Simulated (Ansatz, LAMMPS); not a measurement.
# Glassy 81SiO2-7Na2O-7CaO-4ZnO (mol %) (78 atoms) in motion

Aim: follow glassy 81SiO2-7Na2O-7CaO-4ZnO (mol %) (78 atoms) for a short time with forces from DFT, then look at structure and electrons in the last frame.

Calculated with Ansatz 0.2.0; Kohn-Sham DFT, PBE, PAW (set soft_2), plane waves.

## 1. The starting structure

The cell holds 78 atoms: 22 Si, 4 Na, 2 Ca, 1 Zn and 49 O. Cell: a = 10.237 Å, b = 10.237 Å, c = 10.237 Å, α = 90.0°, β = 90.0°, γ = 90.0°. 78 atoms (22 Si, 4 Na, 2 Ca, 1 Zn, 49 O) placed at random at 2.4 g/cm³, melted at 4000 K for 10 ps at fixed volume with the Morse and Coulomb pair potential with partial charges (Pedone, Malavasi, Menziani, Cormack and Segre, J. Phys. Chem. B 110, 11780 (2006)). Quenched from 4000 K to 300 K at 30 K/ps and fixed volume, held 10 ps at zero pressure.

Limits known from the start: The quench rate of 30 K/ps is orders of magnitude faster than experiment, which tends to freeze in extra defects. The starting topology of bonds comes from the classical model, and needn't be the one that DFT or experiment would give. Sampling is at Γ alone, for a cell whose shortest periodic width is 10 Å.

## 2. Single point at the start

The forces at the start show how far the geometry lies from a minimum of this functional.

File input.yaml:

```yaml
crystal:
  lattice:
    - [10.23675, 0.0, 0.0]
    - [0.0, 10.23675, 0.0]
    - [0.0, 0.0, 10.23675]
  atoms:
    - { symbol: Si, position: [0.30842, 0.27401, 0.52235] }
    - { symbol: Si, position: [0.80648, 0.79271, 0.52706] }
    - { symbol: Si, position: [0.58029, 0.2102, 0.63355] }
    - { symbol: Si, position: [0.94079, 0.027, 0.91707] }
    [... 68 atom lines left out ...]
    - { symbol: O, position: [0.88757, 0.44536, 0.46514] }
    - { symbol: O, position: [0.96429, 0.93959, 0.78242] }
    - { symbol: O, position: [0.53783, 0.85791, 0.78463] }
    - { symbol: O, position: [0.05168, 0.57963, 0.31983] }
    - { symbol: O, position: [0.80531, 0.50814, 0.23631] }
    - { symbol: O, position: [0.38112, 0.87599, 0.58937] }
kpoints:
  mp_grid: { grid: [1, 1, 1] }
hamiltonian:
  xc: pbe
scf:
  occupations: { method: fermi_dirac, width: 0.078 }
output:
  forces: true
  stress: true
```

Launch:

```sh
> ansatz run input.yaml --threads 4 --pin off --max-ram 8192MiB --backend cpu --events-out ev --progress --plain --runs-dir out
```

The job ended after 7.1 s (4 threads of Arm Neoverse V2, shared host; peak memory 1.4 GiB; 26 s of CPU time).

Numbers from this run:

| Item | Value |
| --- | --- |
| free energy | -54768.8876 eV |
| free energy per atom | -702.1652 eV/atom |
| SCF cycles | 9 |
| pressure | 7.372 GPa |
| r.m.s. force component | 1.411 eV/Å |
| longest force | 8.417 eV/Å |
| Fermi energy | 5.504 eV |

The r.m.s. force component of 1.4 eV/Å and the pressure of 7.4 GPa set the starting point.

Length of the force by element:

```csv
element,coordination,atoms,mean length of the force (eV/Å),spread,least,most
Ca,all,2,0.934,0.121,0.814,1.06
Na,all,4,0.316,0.231,0.158,0.714
O,all,49,1.95,1.41,0.159,8.42
Si,all,22,2.53,1.33,0.848,7.03
Zn,all,1,0.292,0,0.292,0.292
```

## 3. Dynamics at 900 K

A Langevin thermostat couples each atom to a heat bath, at the price of damped dynamics. The time step is 1.0 fs.

input.yaml: that of step 2 with these lines changed.

```diff
@@ -16 +16,8 @@
   stress: true
+md:
+  timestep: 1.0
+  n_steps: 510
+  ensemble: nvt_langevin
+  temperature: 900
+  initial_velocities: maxwell_boltzmann
+  seed: 1272
```

The job ended after 46 min (4 threads; peak memory 1.5 GiB).

The run stopped at its limit before the end that the input asks for; the steps made so far are sound.

Rows from the run:

```csv
time (fs),T (K),potential (meV/atom)
0.0,888,0.0
34.0,705,30.1
67.0,777,36.5
101.0,973,26.6
134.0,970,29.3
168.0,847,24.2
202.0,883,32.7
235.0,861,37.0
269.0,896,30.8
302.0,908,30.0
336.0,861,35.7
370.0,965,17.1
403.0,963,20.2
437.0,917,36.3
470.0,908,38.2
504.0,1031,37.5
```

Mean square displacement from the first frame to the last: Si 0.040 Å², Na 0.50 Å², Ca 0.32 Å², Zn 0.075 Å², O 0.10 Å².

Table of mean square displacement by time lag:

```csv
time lag (fs),Ca (Å²),Na (Å²),O (Å²),Si (Å²),Zn (Å²)
1,5.2e-5,7.8e-5,1.3e-4,7.4e-5,2.7e-5
11,0.00583,0.00894,0.0137,0.00747,0.00294
21,0.0193,0.0302,0.0373,0.0191,0.00951
42,0.0592,0.0991,0.0856,0.0351,0.0284
53,0.0810,0.140,0.102,0.0404,0.0391
63,0.0992,0.176,0.110,0.0439,0.0488
74,0.116,0.212,0.119,0.0476,0.0586
84,0.129,0.240,0.127,0.0503,0.0666
105,0.148,0.285,0.146,0.0573,0.0792
116,0.155,0.301,0.154,0.0608,0.0828
126,0.161,0.314,0.158,0.0621,0.0840
136,0.166,0.324,0.160,0.0628,0.0839
147,0.171,0.334,0.161,0.0636,0.0824
168,0.180,0.348,0.164,0.0663,0.0756
178,0.185,0.354,0.165,0.0666,0.0706
189,0.191,0.360,0.165,0.0662,0.0646
199,0.199,0.365,0.164,0.0659,0.0595
210,0.210,0.369,0.161,0.0650,0.0547
231,0.234,0.374,0.153,0.0624,0.0489
241,0.243,0.376,0.151,0.0612,0.0479
252,0.252,0.380,0.150,0.0600,0.0478
```

Over the second half of 504 fs the temperature averages 872 K with swings of 57 K r.m.s. From first frame to last Na has the largest mean square displacement, 0.50 Å² at the end; the farthest move is 1.24 Å. The run spans 0.50 ps, too short for its means to be equilibrium values.

## 4. Local order late in the run

The g(r) is a mean over the second half; what follows it is taken at the last frame.

Bonds before and after, by the cutoffs listed below:

```csv
pair,bonds before,bonds after,mean before (Å),mean after (Å),spread before (Å),spread after (Å)
O-Si,88,88,1.610,1.639,0.049,0.065
O-Ca,14,12,2.570,2.457,0.205,0.208
O-Zn,4,4,1.991,1.989,0.080,0.043
```

Density 2.54 g/cm³, 13.75 Å³ an atom.

Mean of 14 frames. g(r), total and by pair (bins of 0.2 Å):

```csv
r (Å),total,O-O,O-Si,O-Na,O-Ca,O-Zn,Si-Si
1.50,1.27,0.00,3.60,0.00,0.00,0.00,0.00
1.70,3.27,0.00,9.22,0.00,0.00,0.21,0.00
1.90,0.15,0.00,0.15,0.04,0.00,6.10,0.00
2.10,0.15,0.01,0.00,1.17,0.96,2.76,0.00
2.30,0.28,0.13,0.00,1.95,3.05,0.00,0.00
2.50,1.05,2.05,0.01,2.01,3.17,0.00,0.00
2.70,1.60,3.61,0.01,1.34,1.17,0.34,0.16
2.90,0.83,1.23,0.07,1.25,0.38,1.04,1.56
3.10,0.81,0.56,0.24,0.77,0.23,0.70,4.02
3.30,0.73,0.60,0.54,0.73,0.43,0.64,1.37
3.50,0.83,0.67,1.04,0.63,0.82,0.10,0.11
3.70,0.94,0.73,1.31,0.68,1.41,0.91,0.06
3.90,1.15,0.86,1.69,0.95,1.23,0.98,0.31
4.10,1.29,0.82,2.13,1.12,0.96,1.41,0.53
4.30,1.19,0.83,1.63,1.45,1.23,1.75,1.01
4.50,0.99,0.96,0.87,1.33,1.00,1.32,1.52
4.70,0.98,1.14,0.72,1.38,0.75,0.96,1.12
4.90,1.07,1.40,0.69,1.06,1.21,0.78,1.27
```

Bonds by pair of elements; cutoffs follow the first minimum of g(r), held within bounds set by covalent radii, and pairs that aren't listed don't count as bonded:

```csv
pair A-B,cutoff (Å),bonds,mean length (Å),spread (Å),shortest (Å),B about A,A about B
O-Si,2.16,88,1.64,0.065,1.51,1.80,4
O-Na,2.73,16,2.42,0.163,2.06,0.327,4
O-Ca,3.12,12,2.46,0.208,2.06,0.245,6
O-Zn,2.43,4,1.99,0.043,1.95,0.082,4
```

The cutoff for O-Na falls short of the minimum of g(r), so counts run low and odd coordinations can be artefacts.

How many atoms have how many bonded neighbours:

```csv
element,mean,2,3,4,5,6,7
Ca,6,0,0,0,1,0,1
Na,4,1,0,2,0,1,0
O,2.45,28,20,1,0,0,0
Si,4,0,0,22,0,0,0
Zn,4,0,0,1,0,0,0
```

Bond angles, per cent of each kind in bins of 5°:

```csv
angle (°),O-Si-O,Si-O-Si,O-Ca-O,O-Na-O,Na-O-Si
55–60,0.0,0.0,9.7,0.0,0.0
60–65,0.0,0.0,6.5,14.3,0.0
65–70,0.0,0.0,3.2,7.1,0.0
70–75,0.0,0.0,3.2,0.0,0.0
75–80,0.0,0.0,6.5,7.1,0.0
80–85,0.0,0.0,6.5,0.0,12.5
85–90,0.8,0.0,0.0,3.6,12.5
90–95,1.5,0.0,3.2,3.6,8.3
95–100,6.1,0.0,6.5,7.1,12.5
100–105,22.7,0.0,3.2,10.7,8.3
105–110,23.5,0.0,16.1,3.6,8.3
110–115,22.7,2.6,6.5,7.1,8.3
115–120,15.2,2.6,6.5,3.6,8.3
120–125,6.1,5.1,3.2,7.1,0.0
125–130,1.5,10.3,0.0,7.1,16.7
130–135,0.0,10.3,3.2,7.1,0.0
135–140,0.0,12.8,3.2,0.0,0.0
140–145,0.0,5.1,0.0,0.0,4.2
145–150,0.0,20.5,0.0,3.6,0.0
150–155,0.0,12.8,6.5,3.6,0.0
155–160,0.0,10.3,0.0,0.0,0.0
160–165,0.0,0.0,0.0,0.0,0.0
165–170,0.0,2.6,3.2,0.0,0.0
170–175,0.0,2.6,3.2,0.0,0.0
175–180,0.0,2.6,0.0,3.6,0.0
```

Bond angles (no mean is given where the spread exceeds 20°):

```csv
angle,count,mean (°),spread (°)
O-Si-O,132,109,7.4
Si-O-Si,39,143,14.3
O-Ca-O,31,-,-
O-Na-O,28,-,-
Na-O-Si,24,105,17.1
```

Oxygen atoms by the number of network formers (Si, P, Ge, B, Al, As, Ga) bound to them:

```csv
network formers bound to O,O atoms,per cent
0,0,0
1,10,20.4
2,39,79.6
```

Network units: each former by its oxygen neighbours and how many of them bridge to another former:

```csv
former,O neighbours,bridging O,atoms
Si,4,2,1
Si,4,3,8
Si,4,4,13
```

Bond length by coordination (bonds to H left out):

```csv
element,coordination,atoms,mean bond length (Å)
Ca,5,1,2.41
Ca,7,1,2.49
Na,2,1,2.07
Na,4,2,2.50
Na,6,1,2.43
O,2,28,1.65
O,3,20,2.00
O,4,1,2.04
```

Rings of the network by King's shortest-path rule, up to 12 atoms, one path for each pair of neighbours; H, halogens, alkali and alkaline-earth atoms are left out, and the last column divides by all other atoms, bonded or not:

```csv
ring size (atoms),rings,per network atom
8,3,0.042
10,4,0.056
12,14,0.194
```

The O-Si-O angle averages 109° with a spread of 7°. Counting bonds to Si alone, not to Zn, 80 % of the oxygens join two of these atoms and 20 % one. The commonest Si unit has 4 oxygens, 4 of them shared with other formers (13 of 22 atoms). Rings of 12 atoms are the most common (67 % of those counted); sizes run from 8 to 12, where the search stops.

## 5. Results

| Quantity | Value |
| --- | --- |
| mean temperature, second half | 872.3 K |
| temperature swing, second half | 57.28 K |
| mean pressure, second half | 2.402 GPa |
| wall time of the 2 DFT runs | 46 min |

**Reading.** Over the second half of 504 fs the temperature averages 872 K with swings of 57 K r.m.s. The run spans 0.50 ps, too short for its means to be equilibrium values. Counting bonds to Si alone, not to Zn, 80 % of the oxygens join two of these atoms and 20 % one.

What to keep in mind: The force components of 1.4 eV/Å r.m.s. hold both thermal displacement and the mismatch between the potential that made the cell and DFT. The stress is far from hydrostatic: its diagonal is 5.2, 11.0, 6.0 GPa, compression counted positive. The pressure of 7.4 GPa is that of one thermal frame at a volume set beforehand, without the kinetic term.

[Logs are printed without paths, hosts, clocks, repeated set-up lines and the standing remarks that a program may print on its own settings, such as how far it seeks lower states.]

[Hosts, paths, dates, database ids (printed as entryN), source tags and the programs' standing remarks are cut or masked in the printed files.]
